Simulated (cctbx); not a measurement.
# Accept or mend?

Cell a = 3.8670 Å, b = 3.8670 Å, c = 3.8670 Å, α = 90.00°, β = 90.00°, γ = 90.00°; space group Pm-3m (no. 221). The compound is Be3Bi.

Simulated single-crystal data (cctbx): Ag Kα, λ = 0.56087 Å, to d = 0.84 Å, 70 % of the full sphere, strongest reflection 40000 counts, noise from counting, a 4 % proportional error and a noise floor of 4 counts (s.d.); no absorption.

An isotropic refinement with weights 1/σ² prints:

```text
Rint 0.031, 22 unique reflections to 0.84 A
cycle     R1     wR2    GooF  max shift (A)
   1  0.0737  0.1486  14.671   0.06859
   6  0.0057  0.0115   1.137   0.00019
final R1 0.0057 wR2 0.0115 GooF 1.137  parameters 5  data/parameter 4.4
atom        x        y        z      Ueq    occ   su(xyz)  su(Uiso or U11)
Bi1    0.00000  0.00000  0.00000   0.0033  1.000  0.00000  0.0002
Be1    0.50000  0.50000  0.00000   0.0054  1.000  0.00000  0.0016
Be2    0.30958  0.09039  0.30958   0.9887  1.000  0.32372  1.0103
difference map: max 0.60 min -0.28 rms 0.12
Q1    0.0000  0.0000  0.5000    3    0.60  1.45 A from Be2
Q2    0.5000  0.5000  0.5000    1    0.53  1.90 A from Be2
Q3    0.2000  0.5000  0.5000    6    0.16  0.77 A from Be1
Q4    0.2370  0.2370  0.5000   12    0.05  0.97 A from Be2
Q5    0.3242  0.3242  0.3242    8    0.05  0.91 A from Be2
Q6    0.0000  0.2685  0.2685   12   -0.01  0.42 A from Be2
```

**Question.** Can this result stand? If not, what is the likely fault?

Mend it. The fault: spurious atom: Be2. Against the right model at the same level, R1 goes from 0.0066 to 0.0057 and GooF from 1.08 to 1.14 and Be2 takes U = 0.99 Å². A site with no density behind it hides by a very large U or drifts.

The compound is Be3Bi. The right model at the same level gives:

```text
Rint 0.031, 22 unique reflections to 0.84 A
cycle     R1     wR2    GooF  max shift (A)
   1  0.1204  0.2537  23.099   0.00000
   2  0.0066  0.0119   1.080   0.00000
final R1 0.0066 wR2 0.0119 GooF 1.080  parameters 2  data/parameter 11.0
atom        x        y        z      Ueq    occ   su(xyz)  su(Uiso or U11)
Bi1    0.00000  0.00000  0.00000   0.0033  1.000  0.00000  0.0002
Be1    0.50000  0.50000  0.00000   0.0053  1.000  0.00000  0.0015
difference map: max 0.64 min -0.28 rms 0.13
Q1    0.0000  0.0000  0.5000    3    0.64  1.93 A from Be1
Q2    0.5000  0.5000  0.5000    1    0.32  1.93 A from Be1
Q3    0.1781  0.5000  0.5000    6    0.11  0.69 A from Be1
Q4    0.1903  0.1903  0.5000   12    0.06  1.41 A from Be1
Q5    0.0000  0.5000  0.5000    3    0.05  0.00 A from Be1
Q6    0.0000  0.2766  0.2766   12    0.02  1.22 A from Be1
```

The model was made for the exercise: a known structure type with other elements put in, its volume estimated, not relaxed; displacement parameters are assumed.

[Middle refinement cycles are left out of these outputs.]

[Logs are printed without paths, hosts, clocks, repeated set-up lines and the standing remarks that a program may print on its own settings, such as how far it seeks lower states.]
